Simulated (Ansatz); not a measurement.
**Be3Si2, from a guessed structure to a relaxed one**

Starting from a made-up structure for Be3Si2, the aim is the relaxed cell, its shortest contacts and, where a second run follows, its electronic structure.

Program: Ansatz 0.2.0. Level of theory: DFT, PBEsol, plane-wave PAW, files of the set soft_1, scalar-relativistic, no spin, cell and ions relaxed at zero pressure; PAW set soft_1. Results are calculated unless marked as measured.

**1. The starting structure**

Symmetry: P-3m1, No. 164, trigonal system. Conventional cell: a = 3.627 Å, b = 3.627 Å, c = 4.430 Å, α = 90.00°, β = 90.00°, γ = 120.00°. Nearest to Si lie 8 Be at 2.21 to 2.57 Å and 3 Si at 2.55 Å. Be has 6 Be at 2.22 Å and 6 Si at 2.57 Å nearest. Be has 5 Si at 2.21 to 2.23 Å and 3 Be at 2.22 Å nearest. Farther neighbours are not listed.

Structure file:

```cif
data_structure
_symmetry_space_group_name_H-M 'P 1'
_symmetry_Int_Tables_number 1
_cell_length_a 3.6270
_cell_length_b 3.6270
_cell_length_c 4.4300
_cell_angle_alpha 90.000
_cell_angle_beta 90.000
_cell_angle_gamma 120.000
_cell_volume 50.47
loop_
_atom_site_label
_atom_site_type_symbol
_atom_site_fract_x
_atom_site_fract_y
_atom_site_fract_z
_atom_site_occupancy
Si1 Si 0.33333 0.66667 0.16450 1
Si2 Si 0.66667 0.33333 0.83550 1
Be3 Be 0.00000 0.00000 0.50000 1
Be4 Be 0.33333 0.66667 0.66400 1
Be5 Be 0.66667 0.33333 0.33600 1
```

**2. Relaxing cell and atoms**

The guess takes its coordinates from another compound and its volume from a rule, so the cell and any free coordinates are relaxed together.

input.yaml reads:

```yaml
crystal:
  lattice:
    - [3.627, 0.0, 0.0]
    - [-1.8135, 3.14107414, 0.0]
    - [0.0, 0.0, 4.43]
  atoms:
    - { symbol: Si, position: [0.333333333, 0.666666667, 0.1645] }
    - { symbol: Si, position: [0.666666667, 0.333333333, 0.8355] }
    - { symbol: Be, position: [0.0, 0.0, 0.5] }
    - { symbol: Be, position: [0.333333333, 0.666666667, 0.664] }
    - { symbol: Be, position: [0.666666667, 0.333333333, 0.336] }
kpoints:
  mp_grid: { grid: [9, 9, 6] }
scf:
  occupations: { method: fermi_dirac, width: 0.05 }
hamiltonian:
  xc: pbesol
  pseudopotentials: { kind: paw, azcp: { folder: soft_1 }, xc_functional: pbe }
relax:
  f_tol: 0.015
  max_steps: 70
  cell: {}
output:
  forces: true
  stress: true
```

On the command line:

```bash
ansatz run input.yaml --threads 4 --pin off --max-ram 8192MiB --backend cpu --events-out ev --progress --plain --runs-dir out
```

Numbers of over 12 decimals in the logs are rounded to 6 here.

The program printed:

```text
Engine: ansatz 0.2.0, aarch64-unknown-linux-gnu
Pseudopotentials: kind: paw
Pseudopotential: Si, paw, valence charge 4, recommended cutoff 420 eV (normal), soft_1/Si.paw.azcp
Pseudopotential: Be, paw, valence charge 2, recommended cutoff 420 eV (normal), soft_1/Be.paw.azcp
Functional definition: PBEsol
  exchange = pbesol_x
  correlation = pbesol_c
Crystal: 5 atoms, lattice volume = 50.470 Å³
Basis set: ecut = 420 eV, 987 PW (Γ), exchange–correlation on 50×50×60 points (8 copies of the dense FFT grid, shifted against one another)
Bands: 12, of which v1, the nominal top of the filled ones, is band 7 counted from 1 (6 counted from 0)
Symmetry: 12 space group operations
Space group: P-3m1 (ITA 164), of the structure as read, at distance tolerance 3.7e-5 Å
k-points: 62 of 486
Non-local potential: Si, projectors of the file, l = 0: 2, l = 1: 2, l = 2: 1
Non-local potential: Be, projectors of the file, l = 0: 2, l = 1: 2, l = 2: 1
PAW form: soft (Blöchl's): semilocal exchange-correlation on the pseudo side does not see the compensation charge
PAW frozen core: Si, regenerated for the run's functional, and the local potential with it (the file was generated under x = pbe(κ = 0.804, μ = 0.219515), c = pbe(β = 0.066725))
PAW frozen core: Be, regenerated for the run's functional, and the local potential with it (the file was generated under x = pbe(κ = 0.804, μ = 0.219515), c = pbe(β = 0.066725))
PAW one-centre angular grid: Si, 110 points (default); XC on 64 Gauss nodes
PAW one-centre angular grid: Be, 110 points (default); XC on 64 Gauss nodes
Initial density: superposition of atomic densities (chi_scale 0.1, normalization cell, long waves kept (reshape's long-wave potential 0.01 eV rms))
Initial wavefunctions: pseudopotential atomic-orbital guess
Functional: x = pbesol(κ = 0.804, μ = 0.123457), c = pbesol(β = 0.046)
SCF iter   1: F=—  HF=-1512.621006 eV  |F-HF|=—  |Δ(HF+E_count)|=         —  Δρ=3.83e-2  dr2=1.72e0  ethr=3.10e-3  ⟨swp⟩=6.2  Hψ=5613  notcnv=0
preconditioner: auto → none  [metal: Δε(μ)=0.056 eV  Ē_g=9.039 eV  σ=0.050 eV  W_gap=0.27  n_scr=8 (ndim 8)  ℏωp=19.6 eV  f_vac=0.000  D(μ)=1.51/eV (n_scr^D=8)  sad-step TF]
SCF iter   2: F=—  HF=-1512.218385 eV  |F-HF|=—  |Δ(HF+E_count)|=   4.03e-1  Δρ=2.30e-2  dr2=6.17e-1  ethr=3.10e-3  ⟨swp⟩=2.3  Hψ=1590  notcnv=0  defer=9
SCF iter   3: F=—  HF=-1512.001902 eV  |F-HF|=—  |Δ(HF+E_count)|=   2.16e-1  Δρ=1.55e-3  dr2=1.73e-3  ethr=3.10e-3  ⟨swp⟩=2.2  Hψ=1384  notcnv=0  defer=9
SCF iter   4: F=—  HF=-1512.002015 eV  |F-HF|=—  |Δ(HF+E_count)|=   1.14e-4  Δρ=7.23e-4  dr2=7.20e-4  ethr=1.23e-5  ⟨swp⟩=2.2  Hψ=1335  notcnv=0  defer=9
SCF iter   5: F=—  HF=-1512.001821 eV  |F-HF|=—  |Δ(HF+E_count)|=   1.94e-4  Δρ=1.79e-4  dr2=1.97e-5  ethr=5.14e-6  ⟨swp⟩=2.4  Hψ=1028  notcnv=0  defer=9
SCF iter   6: F=—  HF=-1512.001853 eV  |F-HF|=—  |Δ(HF+E_count)|=   3.17e-5  Δρ=4.53e-5  dr2=1.63e-6  ethr=1.41e-7  ⟨swp⟩=2.5  Hψ=1225  notcnv=0  defer=9
SCF iter   7: F=-1512.001853 eV  HF=-1512.001853 eV  |F-HF|=2.42e-9  |Δ(HF+E_count)|=   2.53e-7  Δρ=8.00e-6  dr2=2.46e-8  ethr=7.14e-10  ⟨swp⟩=3.3  Hψ=2969  notcnv=0
SCF 1 converged in 7 iterations: F = -1512.001853 eV  dr2 = 2.46e-8
  greatest PAW one-centre occupation: 0.652 electrons in one spin orbital (limit 2), on the Si atom at site 1 (counted from 0), in its partial waves of l = 0
relax step   1: F+E_penalty+E_count = -1512.00185263 eV  Δ(F+E_penalty+E_count) = +0.000e0 eV  max|allowed force component| = 4.168e-1 eV/Å  Δτ_max = 0.0000 Å  P = +16.010 GPa  Ω = 50.470 Å³  (7 SCF iters, dr2 threshold 1.00e-7 eV, accepted)
Crystal: 5 atoms, lattice volume = 53.450 Å³
Basis set: ecut = 420 eV, 1023 PW (Γ), exchange–correlation on 50×50×60 points (8 copies of the dense FFT grid, shifted against one another)
Initial density: handed on by an earlier stage of this run
Initial wavefunctions: those handed on with the density
iter 1 solved again at ethr=1.68e-4 eV; its pass at ethr=3.10e-3 eV (dr2=2.35e-2 eV) is discarded
SCF iter   1: F=—  HF=-1512.348081 eV  |F-HF|=—  |Δ(HF+E_count)|=         —  Δρ=4.94e-3  dr2=2.35e-2  ethr=1.68e-4  ⟨swp⟩=1.0  Hψ=6127  notcnv=0
preconditioner: auto → none  [metal: Δε(μ)=0.015 eV  Ē_g=8.722 eV  σ=0.050 eV  W_gap=0.08  n_scr=8 (ndim 8)  ℏωp=19.0 eV  f_vac=0.000  D(μ)=1.07/eV (n_scr^D=2)]
SCF iter   2: F=—  HF=-1512.341096 eV  |F-HF|=—  |Δ(HF+E_count)|=   6.99e-3  Δρ=1.91e-3  dr2=3.75e-3  ethr=1.68e-4  ⟨swp⟩=2.1  Hψ=1364  notcnv=0
SCF iter   3: F=—  HF=-1512.340101 eV  |F-HF|=—  |Δ(HF+E_count)|=   9.95e-4  Δρ=8.63e-4  dr2=6.59e-4  ethr=2.68e-5  ⟨swp⟩=2.0  Hψ=1035  notcnv=0
SCF iter   4: F=—  HF=-1512.339910 eV  |F-HF|=—  |Δ(HF+E_count)|=   1.91e-4  Δρ=2.62e-4  dr2=3.37e-5  ethr=4.70e-6  ⟨swp⟩=2.1  Hψ=1064  notcnv=0
SCF iter   5: F=—  HF=-1512.339948 eV  |F-HF|=—  |Δ(HF+E_count)|=   3.72e-5  Δρ=3.99e-5  dr2=5.73e-7  ethr=2.41e-7  ⟨swp⟩=2.1  Hψ=1180  notcnv=0
SCF iter   6: F=-1512.339948 eV  HF=-1512.339948 eV  |F-HF|=2.13e-9  |Δ(HF+E_count)|=   4.98e-8  Δρ=6.04e-6  dr2=1.06e-8  ethr=3.57e-9  ⟨swp⟩=4.0  Hψ=2233  notcnv=0
SCF 2 converged in 6 iterations: F = -1512.339948 eV  dr2 = 1.06e-8
  greatest PAW one-centre occupation: 0.649 electrons in one spin orbital (limit 2), on the Si atom at site 1 (counted from 0), in its partial waves of l = 0
relax step   2: F+E_penalty+E_count = -1512.33994751 eV  Δ(F+E_penalty+E_count) = -3.381e-1 eV  max|allowed force component| = 2.764e-1 eV/Å  Δτ_max = 0.0209 Å  P = +6.803 GPa  Ω = 53.450 Å³  energy of the carried Pulay correction = -2.371e-4 eV  (6 SCF iters, dr2 threshold 5.00e-7 eV, accepted)
Crystal: 5 atoms, lattice volume = 55.805 Å³
Basis set: ecut = 420 eV, 1073 PW (Γ), exchange–correlation on 50×50×60 points (8 copies of the dense FFT grid, shifted against one another)
iter 1 solved again at ethr=8.25e-5 eV; its pass at ethr=3.10e-3 eV (dr2=1.16e-2 eV) is discarded
SCF iter   1: F=—  HF=-1512.467076 eV  |F-HF|=—  |Δ(HF+E_count)|=         —  Δρ=3.93e-3  dr2=1.13e-2  ethr=8.25e-5  ⟨swp⟩=1.0  Hψ=6097  notcnv=0
preconditioner: auto → none  [metal: Δε(μ)=0.015 eV  Ē_g=8.480 eV  σ=0.050 eV  W_gap=0.07  n_scr=8 (ndim 8)  ℏωp=18.6 eV  f_vac=0.000  D(μ)=2.06/eV (n_scr^D=20)]
SCF iter   2: F=—  HF=-1512.463670 eV  |F-HF|=—  |Δ(HF+E_count)|=   3.41e-3  Δρ=1.53e-3  dr2=1.63e-3  ethr=8.10e-5  ⟨swp⟩=2.5  Hψ=1197  notcnv=0
SCF iter   3: F=—  HF=-1512.463368 eV  |F-HF|=—  |Δ(HF+E_count)|=   3.02e-4  Δρ=6.75e-4  dr2=7.62e-4  ethr=1.16e-5  ⟨swp⟩=2.0  Hψ=1033  notcnv=0
SCF iter   4: F=—  HF=-1512.463165 eV  |F-HF|=—  |Δ(HF+E_count)|=   2.03e-4  Δρ=1.57e-4  dr2=1.19e-5  ethr=5.45e-6  ⟨swp⟩=2.2  Hψ=1029  notcnv=0
[...]
[... from here on, the SCF cycles and remarks between the steps are left out ...]
relax step   4: F+E_penalty+E_count = -1512.51612772 eV  Δ(F+E_penalty+E_count) = -5.303e-2 eV  max|allowed force component| = 1.229e-1 eV/Å  Δτ_max = 0.0629 Å  P = +0.902 GPa  Ω = 55.719 Å³  energy of the carried Pulay correction = -4.087e-4 eV  (6 SCF iters, dr2 threshold 5.00e-7 eV, accepted)
relax step   5: F+E_penalty+E_count = -1512.51700231 eV  Δ(F+E_penalty+E_count) = -8.746e-4 eV  max|allowed force component| = 6.971e-2 eV/Å  Δτ_max = 0.0394 Å  P = +0.255 GPa  Ω = 56.014 Å³  energy of the carried Pulay correction = -4.305e-4 eV  (5 SCF iters, dr2 threshold 5.00e-7 eV, accepted)
relax step   6: F+E_penalty+E_count = -1512.52364857 eV  Δ(F+E_penalty+E_count) = -6.646e-3 eV  max|allowed force component| = 1.097e-1 eV/Å  Δτ_max = 0.0046 Å  P = -0.706 GPa  Ω = 56.531 Å³  energy of the carried Pulay correction = -4.684e-4 eV  (6 SCF iters, dr2 threshold 5.00e-7 eV, accepted)
relax step   7: F+E_penalty+E_count = -1512.52631780 eV  Δ(F+E_penalty+E_count) = -2.669e-3 eV  max|allowed force component| = 6.360e-2 eV/Å  Δτ_max = 0.0069 Å  P = -0.390 GPa  Ω = 56.339 Å³  energy of the carried Pulay correction = -4.544e-4 eV  (5 SCF iters, dr2 threshold 5.00e-7 eV, accepted)
relax step   8: F+E_penalty+E_count = -1512.53038553 eV  Δ(F+E_penalty+E_count) = -4.068e-3 eV  max|allowed force component| = 2.463e-2 eV/Å  Δτ_max = 0.0383 Å  P = +0.210 GPa  Ω = 56.007 Å³  energy of the carried Pulay correction = -4.300e-4 eV  (6 SCF iters, dr2 threshold 5.00e-7 eV, accepted)
relax step   9: F+E_penalty+E_count = -1512.53139679 eV  Δ(F+E_penalty+E_count) = -1.011e-3 eV  max|allowed force component| = 3.266e-2 eV/Å  Δτ_max = 0.0218 Å  P = -0.044 GPa  Ω = 56.169 Å³  energy of the carried Pulay correction = -4.419e-4 eV  (6 SCF iters, dr2 threshold 1.19e-7 eV, accepted)
relax step  10: F+E_penalty+E_count = -1512.53200460 eV  Δ(F+E_penalty+E_count) = -6.078e-4 eV  max|allowed force component| = 2.131e-2 eV/Å  Δτ_max = 0.0270 Å  P = -0.015 GPa  Ω = 56.221 Å³  energy of the carried Pulay correction = -4.458e-4 eV  (6 SCF iters, dr2 threshold 6.67e-8 eV, accepted)
relax step  11: F+E_penalty+E_count = -1512.53213691 eV  Δ(F+E_penalty+E_count) = -1.323e-4 eV  max|allowed force component| = 1.106e-2 eV/Å  Δτ_max = 0.0064 Å  P = +0.016 GPa  Ω = 56.223 Å³  energy of the carried Pulay correction = -4.459e-4 eV  (5 SCF iters, dr2 threshold 1.25e-7 eV, accepted)
relax step  12: F+E_penalty+E_count = -1512.53216414 eV  Δ(F+E_penalty+E_count) = -2.723e-5 eV  max|allowed force component| = 4.835e-3 eV/Å  Δτ_max = 0.0019 Å  P = -0.031 GPa  Ω = 56.260 Å³  energy of the carried Pulay correction = -4.486e-4 eV  (5 SCF iters, dr2 threshold 1.19e-8 eV, accepted)
relax step  13: F+E_penalty+E_count = -1512.53217768 eV  Δ(F+E_penalty+E_count) = -1.355e-5 eV  max|allowed force component| = 2.034e-3 eV/Å  Δτ_max = 0.0009 Å  P = +0.014 GPa  Ω = 56.231 Å³  energy of the carried Pulay correction = -4.464e-4 eV  (5 SCF iters, dr2 threshold 1.12e-8 eV, accepted)
relax step  14: F+E_penalty+E_count = -1512.53378832 eV  Δ(F+E_penalty+E_count) = -1.611e-3 eV  max|allowed force component| = 3.230e-3 eV/Å  Δτ_max = 0.0000 Å  P = +0.051 GPa  Ω = 56.231 Å³  stress off target by 8.36e-2 GPa  SCF on the basis re-selected at this cell (its energy is not comparable with the rows above)  (5 SCF iters)
relax step  15: F+E_penalty+E_count = -1512.53380199 eV  Δ(F+E_penalty+E_count) = -1.367e-5 eV  max|allowed force component| = 4.075e-4 eV/Å  Δτ_max = 0.0036 Å  P = +0.014 GPa  Ω = 56.262 Å³  energy of the carried Pulay correction = -2.014e-6 eV  (6 SCF iters, dr2 threshold 1.75e-8 eV, accepted)
iter 1 solved again at ethr=1.37e-7 eV; its pass at ethr=3.10e-3 eV (dr2=1.91e-5 eV) is discarded
SCF iter   1: F=—  HF=-1512.533799 eV  |F-HF|=—  |Δ(HF+E_count)|=         —  Δρ=1.77e-6  dr2=1.23e-9  ethr=1.37e-7  ⟨swp⟩=3.2  Hψ=7718  notcnv=0
eigensolver tolerance schedule: the retry pair's looser diagonalisation over-reported the residual by 15562.41 of it (diagonalisation noise at 2.18 of the residual, at the tolerance the schedule requests for it); recorded, not acted on — ethr = c·dr2/N_el stays at c = 1.0e-1
preconditioner: auto → none  [metal: Δε(μ)=0.027 eV  Ē_g=8.438 eV  σ=0.050 eV  W_gap=0.13  n_scr=8 (ndim 8)  ℏωp=18.5 eV  f_vac=0.000  D(μ)=1.13/eV (n_scr^D=2)]
SCF iter   2: F=—  HF=-1512.533804 eV  |F-HF|=—  |Δ(HF+E_count)|=   4.33e-6  Δρ=9.79e-7  dr2=7.60e-10  ethr=8.78e-12  ⟨swp⟩=3.3  Hψ=1601  notcnv=0
SCF iter   3: F=—  HF=-1512.533804 eV  |F-HF|=—  |Δ(HF+E_count)|=  1.74e-10  Δρ=6.47e-7  dr2=7.97e-11  ethr=5.43e-12  ⟨swp⟩=2.3  Hψ=986  notcnv=0
SCF iter   4: F=-1512.533804 eV  HF=-1512.533804 eV  |F-HF|=8.19e-12  |Δ(HF+E_count)|=  1.59e-11  Δρ=3.24e-7  dr2=1.98e-11  ethr=1.00e-12  ⟨swp⟩=4.0  Hψ=2218  notcnv=0
SCF 16 converged in 4 iterations: F = -1512.533804 eV  dr2 = 1.98e-11
relax step  16: F+E_penalty+E_count = -1512.53380370 eV  Δ(F+E_penalty+E_count) = -1.712e-6 eV  max|allowed force component| = 4.130e-4 eV/Å  Δτ_max = 0.0000 Å  P = +0.015 GPa  Ω = 56.262 Å³  stress off target by 2.17e-2 GPa  SCF on the basis re-selected at this cell (its energy is not comparable with the rows above)  (4 SCF iters)
basis re-selected at this cell: Δ(F+E_penalty+E_count) = -1.712e-6 eV, ΔP = +0.000 GPa vs the last step (what re-selecting the basis moved, of the pressure what is left beyond the Pulay correction that the steps carried, after the strain that the cell walked since its last selection, with what the two solves' SCF thresholds leave and, on support functions, any second-order correction that the steps lacked; it is no m [...]
SCF converged after 4 iterations
Free energy (F): -1512.533804 eV
Harris-Foulkes:  -1512.533804 eV  (|F-HF|=8.19e-12)
Internal energy: -1512.524419 eV  (E = F + TS)
E sigma→0 (E₀):  -1512.529111 eV
Entropy (-TS):   -0.009385 eV (-1.877 meV/atom)
Fermi energy:    8.785791 eV
--- Per-component energies (eV) ---
  E_band       = 46.736585
  E_kinetic    = 145.245481
  E_local      = -0.732494  (includes V_loc(G=0)·N_el)
  E_nonlocal   = 56.650622
  E_hartree    = 5.863235
  E_xc         = -173.632641
  E_vxc        = -159.167224  (∫ρ·V_xc dr)
  E_paw        = -1164.700740  (= ΣΔE_a)
  E_vpaw       = -6.986348  (= ΣTr[D̂ρ^β])
  E_aug_tail   = 0.000077  (compensation charges beyond the density's cutoff)
  E_ewald      = -381.309676
  E_core_change = 0.091715  (= ΣΔE_core)
  E_smearing   = -0.009385  (= −TS)
  E_closure    = 0.000000  (closes the sum)
  Σ components = -1512.533804   (vs F -1512.533804, Δ=0.00e0)
--- Forces (eV/Å), atoms counted from 1 ---
  atom   1  Si    -0.00000000    -0.00000000    -0.00041300
  atom   2  Si     0.00000000     0.00000000     0.00041300
  atom   3  Be     0.00000000    -0.00000000     0.00000000
  atom   4  Be     0.00000000    -0.00000000     0.00012358
  atom   5  Be     0.00000000     0.00000000    -0.00012358
  max |Σ_I F_I| component: 3.70e-17 eV/Å
--- Stress (GPa, compression-positive) ---
        0.010936      -0.000000      -0.000000
       -0.000000       0.010936       0.000000
       -0.000000       0.000000       0.021695
  P = ⅓ Tr σ = 0.0145 GPa (0.145 kbar)
--- Relaxed structure (14 steps of the walk, 14 accepted, 2 SCFs on fresh bases) ---
  F+E_penalty+E_count = -1512.53380370 eV   max|allowed force component| = 4.130e-4 eV/Å   (the final SCF, on the basis selected at the relaxed cell)
  cell:  # Å, volume = 56.2618 Å³
    - [3.605320, 0, 0]
    - [-1.802660, 3.122299, 0]
    - [0, 0, 4.997991]
  atoms:
    - { symbol: Si, position: [0.333333, 0.666667, 0.143090] }
    - { symbol: Si, position: [0.666667, 0.333333, 0.856910] }
    - { symbol: Be, position: [0, 0, 0.5] }
    - { symbol: Be, position: [0.333333, 0.666667, 0.604659] }
    - { symbol: Be, position: [0.666667, 0.333333, 0.395341] }
```

Elapsed: 10 s, on 4 threads of Arm Neoverse V1, shared host; peak memory 0.31 GiB.

Relaxation path:

```tsv
step	energy less that of the first step (eV)	largest force component (eV/Å)	pressure (GPa)	volume (Å³)
1	0.0000	0.4168	16.01	50.47
2	-0.3381	0.2764	6.80	53.45
3	-0.4612	0.1318	1.10	55.81
4	-0.5143	0.1229	0.90	55.72
5	-0.5151	0.0697	0.25	56.01
6	-0.5218	0.1097	-0.71	56.53
7	-0.5245	0.0636	-0.39	56.34
8	-0.5285	0.0246	0.21	56.01
9	-0.5295	0.0327	-0.04	56.17
10	-0.5302	0.0213	-0.02	56.22
11	-0.5303	0.0111	0.02	56.22
12	-0.5303	0.0048	-0.03	56.26
13	-0.5303	0.0020	0.01	56.23
14*	-0.5319	0.0032	0.05	56.23
15	-0.5319	0.0004	0.01	56.26
16*	-0.5320	0.0004	0.01	56.26
```

Relaxation steps marked * repeat the geometry before them on a plane-wave basis chosen anew for their cell, so energy and pressure can jump there.

The run keeps the 12 symmetry operations that it works with, so distortions that break them were not tested.

```tsv
cell as run	before	after	change
a (Å)	3.627	3.605	-0.6 %
b (Å)	3.627	3.605	-0.6 %
c (Å)	4.430	4.998	+12.8 %
volume (Å³/atom)	10.09	11.25	+11.5 %
```

The atoms that moved most (Å, as changes of fractional coordinates times the final cell):

```tsv
atom	dx	dy	dz	length
Be4	0.000	0.000	-0.297	0.297
Be5	0.000	0.000	0.297	0.297
Si2	0.000	0.000	0.107	0.107
Si1	0.000	0.000	-0.107	0.107
```

Final coordinates:

```xyz
5
Lattice="3.6053 0.0000 0.0000 -1.8027 3.1223 0.0000 0.0000 0.0000 4.9980" Properties=species:S:1:pos:R:3 pbc="T T T"
Si    0.0000    2.0815    0.7152
Si    1.8027    1.0408    4.2828
Be    0.0000    0.0000    2.4990
Be    0.0000    2.0815    3.0221
Be    1.8027    1.0408    1.9759
```

Numbers from this step:

```
free energy             : -1512.5338 eV
energy at zero smearing : -1512.5291 eV
smearing term TS        : 0.009385 eV
Fermi energy            : 8.786 eV
electrons               : 14
symmetry operations     : 12
pressure                : 0.01452 GPa
```

Shortest distances by pair of elements, guess and relaxed (not always the same contact):

```tsv
pair	guess (Å)	relaxed (Å)
Be–Be	2.217	2.146
Be–Si	2.213	2.307
Si–Si	2.551	2.526
```

The relaxation ends with a largest force component of 4.1e-4 eV/Å and a pressure of 0.01 GPa.

**3. Results**

| Property | Result |
| --- | --- |
| space group, relaxed | P-3m1 |
| conventional cell | a = 3.605, b = 3.605, c = 4.998 Å; α = 90.0°, β = 90.0°, γ = 120.0° |
| volume per atom | 11.25 Å³ (guess 10.09) |

**Reading.** Be3Si2 relaxes to P-3m1 with a = 3.605, b = 3.605 and c = 4.998 Å. The guessed volume was 10 % too small. The space group P-3m1 was held in the relaxation, so the end point is a stationary structure within it and may be a saddle against distortions or other arrangements. Mesh and cutoff weren't tested. A vector of the cell changed its length by 13 %, more than the volume shows. No dispersion term is used, so weakly bound directions may come out too long. Nothing here tests whether the compound is stable against decomposition.

[Logs are printed without paths, hosts, clocks, repeated set-up lines and the standing remarks that a program may print on its own settings, such as how far it seeks lower states.]

[Hosts, paths, dates, database ids (printed as entryN), source tags and the programs' standing remarks are cut or masked in the printed files.]
